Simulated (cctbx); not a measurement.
**What is wrong with this refinement?**

Cell a = 3.7600 Å, b = 3.7600 Å, c = 8.4790 Å, α = 90.00°, β = 90.00°, γ = 90.00°; space group P4/mmm (no. 123).

The data are simulated with cctbx, not measured: Mo Kα, λ = 0.71073 Å, to d = 0.6 Å, 80 % of the full sphere, strongest reflection 20000 counts, noise from counting, a 6 % proportional error and a noise floor of 15 counts (s.d.); no absorption, and some extinction, which the refinements don't model.

An isotropic refinement with weights 1/σ² prints:

```text
Rint 0.052, 220 unique reflections to 0.60 A
cycle     R1     wR2    GooF  max shift (A)
   1  0.1880  0.4428  16.060   0.07579
  12  0.0184  0.0379   1.374   0.00263
final R1 0.0186 wR2 0.0385 GooF 1.398  parameters 9  data/parameter 24.4
atom        x        y        z      Ueq    occ   su(xyz)  su(Uiso or U11)
Ta1    0.50000  0.50000  0.50000   0.0028  1.000  0.00000  0.0001
Mo1    0.00000  0.00000  0.00000   0.0048  1.000  0.00000  0.0001
V1     0.00000  0.00000  0.50000   0.0042  1.000  0.00000  0.0002
V2     0.50000  0.50000  0.00000   0.0059  1.000  0.00000  0.0002
Al1    0.00000  0.50000  0.74784   0.0066  1.000  0.00012  0.0003
Al2    1.00000  0.58627  0.10455   0.9354  1.000  0.02170  0.0549
difference map: max 1.51 min -2.72 rms 0.36
Q1    0.0000  0.0000  0.0481    2    1.52  0.41 A from Mo1
Q2    0.0000  0.0000  0.1514    2    1.34  1.28 A from Mo1
Q3    0.5000  0.5000  0.1690    2    1.22  1.43 A from V2
Q4    0.5000  0.5000  0.3366    2    0.89  1.39 A from Ta1
Q5    0.2406  0.2406  0.3324    8    0.87  1.49 A from Al1
Q6    0.2621  0.2621  0.1703    8    0.86  1.27 A from Al2
```

Q: Accept it or mend it, and why?

Mend it. The fault: spurious atom: Al2. Against the right model at the same level, R1 goes from 0.0169 to 0.0186 and GooF from 1.26 to 1.40 and Al2 takes U = 0.94 Å². A site with no density behind it hides by a very large U or drifts. The fit had not settled when the cycles ran out.

The compound is TaAl4V2Mo. The right model at the same level gives:

```text
Rint 0.052, 220 unique reflections to 0.60 A
cycle     R1     wR2    GooF  max shift (A)
   1  0.2307  0.4649  16.741   0.02310
   2  0.0169  0.0351   1.265   0.00000
final R1 0.0169 wR2 0.0351 GooF 1.265  parameters 6  data/parameter 36.7
atom        x        y        z      Ueq    occ   su(xyz)  su(Uiso or U11)
Ta1    0.50000  0.50000  0.50000   0.0029  1.000  0.00000  0.0001
Mo1    0.00000  0.00000  0.00000   0.0049  1.000  0.00000  0.0001
V1     0.00000  0.00000  0.50000   0.0042  1.000  0.00000  0.0002
V2     0.50000  0.50000  0.00000   0.0060  1.000  0.00000  0.0002
Al1    0.00000  0.50000  0.74788   0.0067  1.000  0.00011  0.0003
difference map: max 1.25 min -2.98 rms 0.34
Q1    0.0000  0.0000  0.0489    2    1.26  0.41 A from Mo1
Q2    0.0000  0.0000  0.1512    2    1.18  1.28 A from Mo1
Q3    0.5000  0.5000  0.1692    2    0.87  1.43 A from V2
Q4    0.2458  0.2458  0.1719    8    0.81  1.49 A from Al1
Q5    0.2385  0.2385  0.3344    8    0.78  1.50 A from Al1
Q6    0.5000  0.5000  0.3390    2    0.77  1.37 A from Ta1
```

Isotropic U is held between 0.0001 and 1 Å² by the program, and listed peak heights are interpolated, so they can pass the grid's maximum.

The model was made for the exercise: a known structure type with other elements put in, its volume estimated, not relaxed; displacement parameters are assumed.

[Middle refinement cycles are left out of these outputs.]

[Logs are printed without paths, hosts, clocks, repeated set-up lines and the standing remarks that a program may print on its own settings, such as how far it seeks lower states.]
